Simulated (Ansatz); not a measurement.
# AgSbSe3 (model cell, started as cubic perovskite with Sb in the octahedra): following an unstable mode

Aim: this structure of AgSbSe3 (model cell, started as cubic perovskite with Sb in the octahedra) is to be tested for unstable modes, and one is followed downhill.

Main program and level: Ansatz 0.2.0; DFT PBEsol, scalar-relativistic, plane waves, PAW; PAW set soft_1.

Most raw output is cut from this account.

The structure was built from a prototype and need not be the compound's stable phase.

### 1. The structure

The structure is cubic, space group Pm-3m (No. 221). Conventional cell: a = 5.222 Å, b = 5.222 Å, c = 5.222 Å, α = 90.00°, β = 90.00°, γ = 90.00°. Ag has 12 Se at 3.69 Å nearest. Nearest to Sb lie 6 Se at 2.61 Å. Nearest to Se lie 2 Sb at 2.61 Å. Farther neighbours and most contacts between anions are not listed.

### 2. The dispersion

The cell comes from relaxations at this level that are not shown. Stability and thermal properties need the whole zone. Linear response on a 2×2×2 q mesh gives force constants as far as a supercell of that size would.

Input file input.yaml:

```yaml
crystal:
  lattice:
    - [5.2222568262, 0.0, 0.0]
    - [0.0, 5.2222568262, 0.0]
    - [0.0, 0.0, 5.2222568262]
  atoms:
    - { symbol: Ag, position: [0.0, 0.0, 0.0] }
    - { symbol: Sb, position: [0.5, 0.5, 0.5] }
    - { symbol: Se, position: [0.5, 0.5, 0.0] }
    - { symbol: Se, position: [0.5, 0.0, 0.5] }
    - { symbol: Se, position: [0.0, 0.5, 0.5] }
kpoints:
  mp_grid: { grid: [8, 8, 8] }
hamiltonian:
  xc: pbesol
  pseudopotentials: { kind: paw, azcp: { folder: soft_1 }, xc_functional: pbe }
scf:
  occupations: { method: methfessel_paxton, width: 0.2 }
output:
  eigenvalues: true
phonons:
  method: dfpt
  qmesh: [2, 2, 2]
  temperatures: { t_max: 1000, t_step: 50 }
  qpath:
    path:
      - [[0.0, 0.0, 0.0], [0.0, 0.5, 0.0], [0.5, 0.5, 0.0], [0.0, 0.0, 0.0], [0.5, 0.5, 0.5], [0.0, 0.5, 0.0]]
      - [[0.5, 0.5, 0.5], [0.5, 0.5, 0.0]]
    npoints: 10
```

Started as:

```bash
ansatz run input.yaml --threads 4 --pin off --max-ram 16384MiB --backend cpu --events-out ev --progress --plain --runs-dir out
```

The job ended after 10 min (4 threads of Arm Neoverse V1, shared host; peak memory 2.3 GiB).

Numbers from this step:

| Property | Result |
| --- | --- |
| volume per atom | 28.48 Å³ |
| gap on the k-mesh | 0 eV |
| sum-rule residual before enforcement | 1.17e-4 eV/Å² |
| lowest frequency on the path | -106.5 cm⁻¹ |
| point group | m-3m |
| highest frequency on the path or at a solved wavevector | 208.3 cm⁻¹ |
| highest optical mode at the zone centre (no LO-TO term) | 181.4 cm⁻¹ |
| lowest optical zone-centre mode | -97.5 cm⁻¹ |
| lowest mode on the q mesh (acoustic modes at Γ apart) | -106.5 cm⁻¹ |

Frequencies (cm⁻¹) solved at each irreducible wavevector; negative means imaginary. Frequencies by wavevector, by row:

```csv
q in reciprocal lattice units,star,mode 1,mode 2,mode 3,mode 4,mode 13,mode 14,mode 15
0 0 0,1,-97.5,-97.5,-97.5,-76,181.4,181.4,181.4
0 0 -0.5,3,-104.1,-100.4,-92.1,-92.1,185.9,185.9,191.2
0 -0.5 -0.5,3,-106.5,-106.5,-89.5,-87.9,185,189.8,202.7
-0.5 -0.5 -0.5,1,-97.6,-97.6,-97.6,-93.4,190.6,190.6,208.3
```

Interpolated from a 2×2×2 q mesh. Phonon branches along the path, in cm⁻¹:

```csv
point,branch 1,branch 2,branch 3,branch 4,branch 12,branch 13,branch 14,branch 15
Γ,-98,-98,-98,-76,0,181,181,181
halfway,-100,-96,-96,-89,100,184,184,190
X,-104,-100,-92,-92,154,186,186,191
halfway,-105,-98,-95,-90,155,187,188,198
M,-106,-106,-90,-88,156,185,190,203
halfway,-101,-94,-94,-90,104,186,188,195
Γ,-98,-98,-98,-76,0,181,181,181
halfway,-99,-99,-91,-90,106,190,190,199
R,-98,-98,-98,-93,159,191,191,208
halfway,-99,-97,-96,-94,156,189,192,202
X,-104,-100,-92,-92,154,186,186,191
jump to R,-98,-98,-98,-93,159,191,191,208
halfway,-101,-101,-92,-92,157,188,193,206
M,-106,-106,-90,-88,156,185,190,203
```

Symmetry leaves 4 wavevectors to solve. The lowest mode among them, the acoustic zeros apart, lies at q = (0, -0.5, -0.5) and is imaginary, 106.5i cm⁻¹, so the energy falls along it.

### 3. The mode frozen in, largest atomic shift 0 Å

The mode followed lies at q = (0, -0.5, -0.5) with frequency 106.5i cm⁻¹ and is 2-fold degenerate, the softest among the wavevectors solved. At small amplitude the distorted cell has space group no. 65 by a symmetry search on the positions. The undistorted cell that holds it gives the zero of energy on the same k mesh.

System of this step: AgSbSe3 (model cell, started as cubic perovskite with Sb in the octahedra). The structure is cubic, space group Pm-3m (No. 221). The conventional cell has a = 5.222 Å, b = 5.222 Å, c = 5.222 Å, α = 90.00°, β = 90.00°, γ = 90.00°. Nearest to Ag lie 12 Se at 3.69 Å. Nearest to Sb lie 6 Se at 2.61 Å. Nearest to Se lie 2 Sb at 2.61 Å. Nearest to Se lie 2 Sb at 2.61 Å. Farther neighbours and most contacts between anions are not listed.

Input file input.yaml:

```yaml
crystal:
  lattice:
    - [-5.2222568262, 0.0, 0.0]
    - [0.0, -5.2222568262, -5.2222568262]
    - [0.0, -5.2222568262, 5.2222568262]
  atoms:
    - { symbol: Ag, position: [1.0, 0.5, 0.5] }
    - { symbol: Ag, position: [1.0, 0.0, 0.0] }
    - { symbol: Sb, position: [0.5, 0.0, 0.5] }
    - { symbol: Sb, position: [0.5, 0.5, 0.0] }
    - { symbol: Se, position: [0.5, 0.25, 0.25] }
    - { symbol: Se, position: [0.5, 0.75, 0.75] }
    - { symbol: Se, position: [0.5, 0.25, 0.75] }
    - { symbol: Se, position: [0.5, 0.75, 0.25] }
    - { symbol: Se, position: [0.0, 0.0, 0.5] }
    - { symbol: Se, position: [0.0, 0.5, 0.0] }
kpoints:
  mp_grid: { grid: [8, 6, 6] }
hamiltonian:
  xc: pbesol
  pseudopotentials: { kind: paw, azcp: { folder: soft_1 }, xc_functional: pbe }
scf:
  occupations: { method: methfessel_paxton, width: 0.2 }
output:
  forces: true
  stress: true
  eigenvalues: true
```

Wall time 24 s (4 threads); peak memory 1.4 GiB.

This step gave:

| Quantity | Value |
| --- | --- |
| pressure | -0.003988 GPa |
| energy from the undistorted cell | 0 meV/atom |

The run ends at a pressure of 0.00 GPa.

### 4. The mode frozen in, largest atomic shift 0.6 Å

The atoms are moved along the unstable eigenvector, the largest shift by 0.6 Å, with the cell fixed.

input.yaml, the sections that differ from step 3:

```yaml
crystal:
  lattice:
    - [-5.2222568262, 0.0, 0.0]
    - [0.0, -5.2222568262, -5.2222568262]
    - [0.0, -5.2222568262, 5.2222568262]
  atoms:
    - { symbol: Ag, position: [1.0, 0.5151335805, 0.4848664195] }
    - { symbol: Ag, position: [1.0, -0.0151335805, 0.0151335805] }
    - { symbol: Sb, position: [0.5, 0.0071847563, 0.5071847563] }
    - { symbol: Sb, position: [0.5, 0.4928152437, -0.0071847563] }
    - { symbol: Se, position: [0.5, 0.25, 0.25] }
    - { symbol: Se, position: [0.5, 0.75, 0.75] }
    - { symbol: Se, position: [0.5, 0.25, 0.75] }
    - { symbol: Se, position: [0.5, 0.75, 0.25] }
    - { symbol: Se, position: [0.0, -0.0574464279, 0.4425535721] }
    - { symbol: Se, position: [0.0, 0.5574464279, 0.0574464279] }
# kpoints, hamiltonian, scf, output: as in step 3
```

It took 36 s on 4 threads; peak memory 1.6 GiB.

This step gave:

```yaml
pressure: -0.5504 GPa
energy_from_the_undistorted_cell: -91.61 meV/atom
```

The energy, extrapolated to zero smearing, is -91.61 meV/atom against the undistorted cell.

The run ends at a pressure of -0.55 GPa, with forces up to 0.86 eV/Å.

### 5. Energy along the mode, all amplitudes (two of the runs are shown above)

An imaginary frequency means negative curvature, so the energy should fall and then rise again as anharmonic terms take over.

This step gave:

```
depth at the lowest point sampled  : 91.61 meV/atom
largest atomic shift at that point : 0.6 Å
```

Energy from the parent against largest atomic shift:

```csv
largest atomic shift (Å),energy from the parent (meV/atom)
0.000,0
0.040,-0.568
0.080,-2.25
0.140,-6.70
0.220,-15.9
0.320,-32.4
0.450,-59.6
0.600,-91.6
```

Displacement at unit largest shift by atom:

```csv
atom,x (Å),y (Å),z (Å),size
Ag1,0.00,0.00,-0.26,0.26
Ag2,0.00,0.00,0.26,0.26
Sb3,0.00,-0.12,0.00,0.12
Sb4,0.00,0.12,0.00,0.12
Se5,0.00,0.00,0.00,0.00
Se6,0.00,0.00,0.00,0.00
Se7,0.00,0.00,0.00,0.00
Se8,0.00,0.00,0.00,0.00
Se9,0.00,1.00,0.00,1.00
Se10,0.00,-1.00,0.00,1.00
```

The lowest of the steps tried is the last one, at 0.6 Å, 91.6 meV/atom below the parent; the bottom of the well need not coincide with a step.

### 6. Relaxation from the frozen mode

Starting from the lowest point found, all atoms and the cell are let go, so that strain and other modes of the same symmetry can join in.

input.yaml: that of step 4 with these lines changed.

```diff
@@ -27 +27,6 @@
   eigenvalues: true
+relax:
+  adjacent_minimum: "off"
+  f_tol: 0.002
+  max_steps: 120
+  cell: { stress_tol: 0.03 }
```

It took 10 min on 4 threads; peak memory 1.8 GiB; 40 min of CPU time.

Step by step:

```csv
step,energy less that of the first step (eV),largest force component (eV/Å),pressure (GPa),volume (Å³)
1,0.0000,0.8555,-0.55,284.84
2,-0.5334,0.7174,-0.60,283.93
3,-0.9515,0.4246,0.62,280.47
4,-1.1002,0.3365,0.82,284.79
5,-1.1674,0.1135,-0.09,292.03
6,-1.1833,0.0888,0.06,294.13
7,-1.2108,0.1677,0.16,297.94
8,-1.2544,0.2147,0.22,302.15
9,-1.2709,0.4606,0.35,307.74
10,-1.2887,0.1167,-0.05,304.94
11,-1.3025,0.0253,-0.04,306.60
12,-1.3032,0.0042,0.05,306.06
13,-1.3032,0.0050,-0.01,306.67
14,-1.3032,0.0003,0.00,306.55
15*,-1.3060,0.0007,0.00,306.55
```

Relaxation steps marked * repeat the geometry before them on a plane-wave basis chosen anew for their cell, so energy and pressure can jump there.

Forces are held to the 8 operations that the run works with; a distortion that breaks them can't arise in this run.

```csv
"conventional cell, symmetrised",before,after,change
a (Å),10.445,10.626,+1.7 %
b (Å),10.445,10.885,+4.2 %
c (Å),5.222,5.301,+1.5 %
volume (Å³/atom),28.48,30.66,+7.6 %
```

The atoms that moved most (Å, as changes of fractional coordinates times the final cell):

```csv
atom,dx,dy,dz,length
Ag1,0.000,0.000,-1.113,1.113
Ag2,0.000,0.000,1.113,1.113
Se9,0.000,-0.109,0.000,0.109
Se10,0.000,0.109,0.000,0.109
Sb4,0.000,0.035,0.000,0.035
Sb3,0.000,-0.035,0.000,0.035
```

Numbers from this step:

```
pressure        : -0.003231 GPa
volume per atom : 30.66 Å³
```

The distorted start has space group Cmmm; the relaxation ends in Cmmm.

### 7. The new phase in its own primitive cell

The relaxed structure is symmetrised, reduced to its primitive cell and relaxed tightly, as its phonons need.

input.yaml, the sections that differ from step 6:

```yaml
crystal:
  lattice:
    - [5.3128352419, -5.4427000146, 0.0]
    - [5.3128352419, 5.4427000146, 0.0]
    - [0.0, 0.0, 5.3006817317]
  atoms:
    - { symbol: Ag, position: [0.3698342067, 0.3698342067, 0.0] }
    - { symbol: Ag, position: [0.6301657933, 0.6301657933, 0.0] }
    - { symbol: Sb, position: [0.2395996781, 0.7604003219, 0.5] }
    - { symbol: Sb, position: [0.7604003219, 0.2395996781, 0.5] }
    - { symbol: Se, position: [0.5, 0.0, 0.5] }
    - { symbol: Se, position: [0.0, 0.5, 0.5] }
    - { symbol: Se, position: [0.0, 0.0, 0.5] }
    - { symbol: Se, position: [0.5, 0.5, 0.5] }
    - { symbol: Se, position: [0.2974038287, 0.7025961713, 0.0] }
    - { symbol: Se, position: [0.7025961713, 0.2974038287, 0.0] }
kpoints:
  mp_grid: { grid: [6, 6, 8] }
relax:
  adjacent_minimum: "off"
  f_tol: 0.001
  max_steps: 60
  cell: { stress_tol: 0.01 }
# hamiltonian, scf, output: as in step 6
```

Elapsed: 1.7 min, on 4 threads; peak memory 1.8 GiB; 6.9 min of CPU time.

Little changed from the start: no atom moved by 0.005 Å and no cell edge by 0.1 %.

This step gave:

```
pressure : -0.003229 GPa
```

The largest force component left is 0.69 meV/Å and the pressure is -0.003 GPa, within the tolerances set. The cell now holds 30.66 Å³/atom.

### 8. Modes of the new phase, k-mesh 6×6×8

A relaxed structure may still be a saddle point, so its zone-centre modes are computed. No field response is asked, since the mesh shows no gap.

input.yaml: that of step 7 with these lines changed.

```diff
@@ -24,9 +24,4 @@
 output:
-  forces: true
-  stress: true
   eigenvalues: true
-relax:
-  adjacent_minimum: "off"
-  f_tol: 0.001
-  max_steps: 60
-  cell: { stress_tol: 0.01 }
+phonons:
+  method: dfpt
```

Elapsed: 44 min, on 4 threads; peak memory 7.7 GiB.

This step gave:

* sum-rule residual before enforcement: 2.76e-4 eV/Å²
* point group: mmm
* highest optical mode at the zone centre (no LO-TO term): 176.4 cm⁻¹
* lowest optical zone-centre mode: -94.35 cm⁻¹

Patterns of degenerate modes are one choice out of their space. Modes at Γ, with each element's share of the kinetic energy (negative means imaginary):

```csv
mode,frequency (cm⁻¹),symmetry,Ag %,Sb %,Se %
1,-94.3,B3u,2,11,87
2,-81.6,B1u,1,28,71
3,-80.7,B2u,2,20,78
4,-80.2,B3u,13,0,87
5,-76.7,Au,0,0,100
6,-72.1,B3u,1,8,91
7,-52.5,B1u,12,3,85
8,-44.9,B2g,100,0,0
9,-40.3,B1g,30,0,70
10,-35.4,B1u,64,7,29
11,-34.6,B3u,21,39,40
12,0.0,acoustic,23,26,51
13,0.0,acoustic,23,26,51
14,0.0,acoustic,23,26,51
15,35.7,B3g,0,74,26
16,41.7,B2u,33,39,28
17,59.6,B2u,3,4,92
18,63.0,B1u,0,18,82
19,72.0,B3u,40,1,59
20,78.7,Ag,57,0,42
21,111.8,B1g,68,5,27
22,123.3,B3u,1,14,84
23,137.5,B1g,3,94,3
24,141.6,Ag,0,100,0
25,144.3,B3g,0,26,74
26,153.9,B2u,1,5,94
27,155.9,B1u,0,18,82
28,162.4,B2u,35,1,64
29,176.1,Ag,43,0,57
30,176.4,B2u,3,4,93
```

Displacements in mode 1 (-94.3 cm⁻¹), the largest set to 1:
```
Ag1 -0.10  0.00  0.00
Ag2 -0.10  0.00  0.00
Sb3 -0.23  0.00  0.00
Sb4 -0.23  0.00  0.00
Se5 -0.08  0.41  0.00
Se6 -0.08 -0.41  0.00
Se7  1.00  0.00  0.00
Se8  0.13  0.00  0.00
Se9  0.02  0.00  0.00
Se10 0.02  0.00  0.00
```

Displacements in mode 24 (141.6 cm⁻¹), the largest set to 1:
```
Ag1  0.04  0.00  0.00
Ag2 -0.04  0.00  0.00
Sb3  0.00 -1.00  0.00
Sb4  0.00  1.00  0.00
Se5  0.00  0.00  0.00
Se6  0.00  0.00  0.00
Se7  0.00  0.00  0.00
Se8  0.00  0.00  0.00
Se9  0.00  0.06  0.00
Se10 0.00 -0.06  0.00
```

Before it was imposed, the acoustic sum rule was missed by 2.8e-4 eV/Å². Small misses are needed for a sound result but don't prove that mesh and cutoff are converged. The lowest optical mode is imaginary, 94.3i cm⁻¹, so the energy falls along it.

### 9. What came out

| Property | Result |
| --- | --- |
| unstable mode of the parent | q = (0, -0.5, -0.5), 106i cm⁻¹ |
| depth at the lowest point sampled | 91.6 meV/atom |
| largest atomic shift at that point | 0.6 Å |
| space group reached (within 0.01 Å) | Cmmm |
| energy gained over the parent (first relaxation, on the mesh of the frozen mode) | 222 meV/atom |
| volume per atom, phase reached | 30.7 Å³ |
| lowest optical zone-centre mode, phase reached | -94.3 cm⁻¹ |
| highest optical mode at the zone centre (no LO-TO term), phase reached | 176 cm⁻¹ |

What this shows: Along this mode the structure falls into Cmmm, 222 meV/atom below the parent. At the parent's cell the well is 91.61 meV/atom deep on the steps tried, with its lowest point at a shift of 0.6 Å. That is the last step tried, so the steps alone don't bracket the bottom of the well. Relaxing atoms and cell changes the gain by +130.44 meV/atom against the lowest step (energies at zero smearing). The new phase still has an imaginary mode at the zone centre of its cell, so it is a saddle point on the way to a lower structure. Of the 3 patterns followed to their end from this parent, this one ends 305 meV/atom above the lowest, Pmma. Each path keeps the symmetry of its pattern, so a lower phase may lie along a pattern not tried. With no gap, or one that is small against the smearing, the frequencies hang on the k mesh and the smearing, most of all near Kohn anomalies. Spin-orbit coupling is left out, which can matter for the heavy elements here. The PAW files were made for PBE and serve the other functionals too. A phonon run warned that its eigensolver left some bands unconverged in a pass. The starting cell was built on a prototype and not taken from a measurement, so the phase need not exist.

[Logs are printed without paths, hosts, clocks, repeated set-up lines and the standing remarks that a program may print on its own settings, such as how far it seeks lower states.]

[Hosts, paths, dates, database ids (printed as entryN), source tags and the programs' standing remarks are cut or masked in the printed files.]
